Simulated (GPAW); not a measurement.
# BN (P6_3mc): refractive index against wavelength

The refractive index of BN (P6_3mc) along x below the direct gap (8.19 eV on the mesh) is read from one computed spectrum, n = √(Re ε). x, y and z are the Cartesian axes of the input cell.

Cell: a, b, c = 2.536, 2.536, 4.199 Å (primitive vectors), 4 atoms.

Method: GPAW 26.7.0, LDA, RPA, k-mesh 15×15×7, local fields up to 50 eV, Lorentzian half width 0.15 eV.

Launch of the response step: `OMP_NUM_THREADS=1 python df.py`. The run took 79 s, its band step included, on 1 thread of Arm Neoverse V1, with other jobs on the host.

```
wavelength (nm)  photon energy E (eV)       n
            532                 2.331  2.1549
            450                 2.755  2.1671
            405                 3.061  2.1774
            365                 3.397  2.1902
            308                 4.025  2.2193
            266                 4.661       ?
            248                 4.999  2.2796
```

In the single-oscillator model n² − 1 = E₀E_d/(E₀² − E²), so 1/(n² − 1) = E₀/E_d − E²/(E₀E_d) is linear in E².

Working, on the rows shown:

| x = E² (eV²) | y = 1/(n² − 1) |
| --- | --- |
| 5.43137 | 0.274454 |
| 7.59115 | 0.270539 |
| 9.37179 | 0.267303 |
| 11.5384 | 0.263367 |
| 16.2043 | 0.254758 |
| 24.9936 | 0.238289 |

Means: x̄ = 12.522, ȳ = 0.26145. Σ(x − x̄)(y − ȳ) = -0.4708, Σ(x − x̄)² = 254.6. Slope = -0.4708 / 254.6 = -0.001849; intercept = ȳ − slope · x̄ = 0.28461. Turned back into n, the line misses the rows shown by at most 0.00041.

Predict the last column of the withheld row from the fit.

At x = 21.725 the line gives y = 0.24443, that is 2.2564. The run gave 2.2562, so the interpolation is off by 0.00016, 0.1 % of the range in the table.

Refitted with all rows, the slope is -0.001848 and the intercept 0.2846. These give E₀ = √(intercept/−slope) = 12.41 eV and E_d = E₀/intercept = 43.6 eV; E₀ is 1.5 times the direct gap. The electronic limit at long wavelengths, without lattice vibrations, is n = √(1 + 1/intercept) = 2.125. The cell comes from an older database entry, whose edges can be off by a per cent or so. Excitons are left out; LDA gaps are as a rule too small. The values come from a sum over the points of one k-mesh and carry its error, which grows as the direct gap shrinks.

[Logs are printed without paths, hosts, clocks, repeated set-up lines and the standing remarks that a program may print on its own settings, such as how far it seeks lower states.]
